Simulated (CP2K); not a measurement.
Consider 3-acetylpyrrole at its PBE geometry (Å).

```xyz
15

C    -2.3943    0.3139    0.1439
C    -1.3323   -0.6688   -0.3250
O    -1.6507   -1.7437   -0.8438
C     0.0788   -0.2998   -0.1416
C     1.2062   -1.1025   -0.5133
C     2.3429   -0.4028   -0.1804
N     1.9448    0.8003    0.3830
C     0.5801    0.8780    0.4146
H    -3.3856   -0.1038   -0.0581
H    -2.2939    0.5114    1.2211
H    -2.2911    1.2770   -0.3769
H     1.1511   -2.0811   -0.9755
H     3.3938   -0.6435   -0.2909
H     2.5740    1.5184    0.7222
H     0.0762    1.7471    0.8208
```

Method: CP2K XAS_TDP, all-electron GAPW, PBEh(45%), aug-cc-pVDZ, TDA, GW2X-corrected core level, no relativity.

Where do the C K-edge lines lie, and how strong are they?

Leading lines: C1 291.03 eV, C2 288.18 eV, C4 287.14 eV, C5 287.61 eV, C6 288.46 eV and C8 287.73 eV. The leading line of an atom is its first one with 35 % of the strongest within 2.5 eV of its lowest line over the strength cut. Core ionisation energies at this level: C5 291.77, C8 292.85, C4 291.44, C6 292.66, C1 292.21 and C2 294.54 eV.

The first six lines of each atom with a strength over 0.0015:

```tsv
atom	energy (eV)	states	strength, one atom	above the computed threshold
C1 (bonded to C and 3 H)	290.15	1	0.0059	
	291.03	2	0.0288	
	291.31	1	0.0126	
	291.97	1	0.0029	
	292.39	1	0.0057	yes
	292.59	1	0.0083	yes
C2 (bonded to 2 C and O)	288.18	1	0.0641	
	293.49	2	0.0042	
	293.87	1	0.0017	
	294.18	1	0.0017	
	294.68	1	0.0042	yes
	294.97	1	0.0039	yes
C4 (bonded to 3 C)	287.14	1	0.0212	
	289.40	1	0.0134	
	290.23	1	0.0237	
	292.45	1	0.0033	yes
	292.64	1	0.0030	yes
	292.88	1	0.0062	yes
C5 (bonded to 2 C and H)	287.61	1	0.0468	
	289.20	1	0.0020	
	290.09	1	0.0019	
	290.61	1	0.0057	
	291.31	1	0.0032	
	291.70	1	0.0016	
C6 (bonded to C, N and H)	288.46	1	0.0519	
	290.40	1	0.0098	
	291.32	1	0.0040	
	292.07	1	0.0031	
	292.22	1	0.0017	
	292.66	1	0.0035	
C8 (bonded to C, N and H)	287.73	1	0.0499	
	290.48	1	0.0105	
	291.48	1	0.0032	
	291.95	1	0.0023	
	292.02	1	0.0039	
	292.88	1	0.0022	yes
```

Lines are vertical, at one geometry, with no vibrational structure. GW2X ionisation energies and lines can be off by 1 to 2 eV either way, and a good line position may hide errors that cancel. These values hold no scalar relativity, about 0.1 eV for C 1s. Rydberg lines, and the discretised continuum above threshold, depend on the basis and the box.

[Banner, clock and machine lines of the logs are left out without a mark of their own.]

[Logs are printed without paths, hosts, clocks, repeated set-up lines and the standing remarks that a program may print on its own settings, such as how far it seeks lower states.]

[Hosts, paths, dates, database ids (printed as entryN), source tags and the programs' standing remarks are cut or masked in the printed files.]
